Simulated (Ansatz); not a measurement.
# La5Zn2Sn: which shell does photoemission see at 21.2 and 100 eV? (PBE)

The valence band of La5Zn2Sn mixes several shells. Work out by hand which one leads the spectrum's area at each photon energy.

Filled states come from the projected DOS of Ansatz 0.2.0 (PBE, plane waves); cross sections σ and asymmetry parameters β are those of free atoms in a Dirac–Hartree–Slater calculation. A shell's area is states × σ × angular factor, which is 1 + β·P₂(cos θ) for linear light, with θ = 54.7° from the polarisation and P₂ = 0.001.

**At 21.2 eV** (states counted from 11.2 eV below the zero; other shells add 4.4 to the products' sum of 98.6):

| shell | filled states a cell | cross section (Mb an electron) | β | angular factor | product | share by hand (%) | share in the simulated spectrum (%) |
| --- | --- | --- | --- | --- | --- | --- | --- |
| La 5p | 0.00 | 0 | 0.00 | 1.00 | 0 | 0 | 0 |
| La 5d | 22.82 | 3.44 | 0.77 | 1.00 | 78.5 | 80 | 80 |
| Sn 4d | 0.01 | 0 | 0.00 | 1.00 | 0 | 0 | 0 |
| Zn 3d | 39.71 | 0.394 | 0.01 | 1.00 | 15.7 | 16 | 15 |

**At 100 eV** (states counted from 22.1 eV below the zero; other shells add 1.8 to the products' sum of 40.2):

```
shell  filled states a cell  cross section (Mb an electron)      β  angular factor  product  share by hand (%)  share in the simulated spectrum (%)
La 5p                 58.33                          0.0534  -0.12            1.00     3.12                  8                                    8
La 5d                 23.52                          0.0114   0.64            1.00    0.269                  1                                    1
Sn 4d                 19.97                             0.2   1.87            1.00     3.99                 10                                   10
Zn 3d                 39.75                           0.781   0.57            1.00     31.1                 77                                   77
```

La 5d leads at 21.2 eV and Zn 3d at 100 eV. Between the two energies σ of La 5d changes by a factor 0.0033 and that of Zn 3d by 2.0, so their ratio moves 598-fold in favour of the second. The simulated spectrum uses the same rule on the energy-resolved DOS, so the two share columns agree within a few points.

Only crystals where the two columns agree within 4 points and the lead is clear are worked in this form. Free-atom cross sections ignore the solid's final states, no escape depth or background enters, and the count of states a shell hangs on the projection.

[Logs are printed without paths, hosts, clocks, repeated set-up lines and the standing remarks that a program may print on its own settings, such as how far it seeks lower states.]
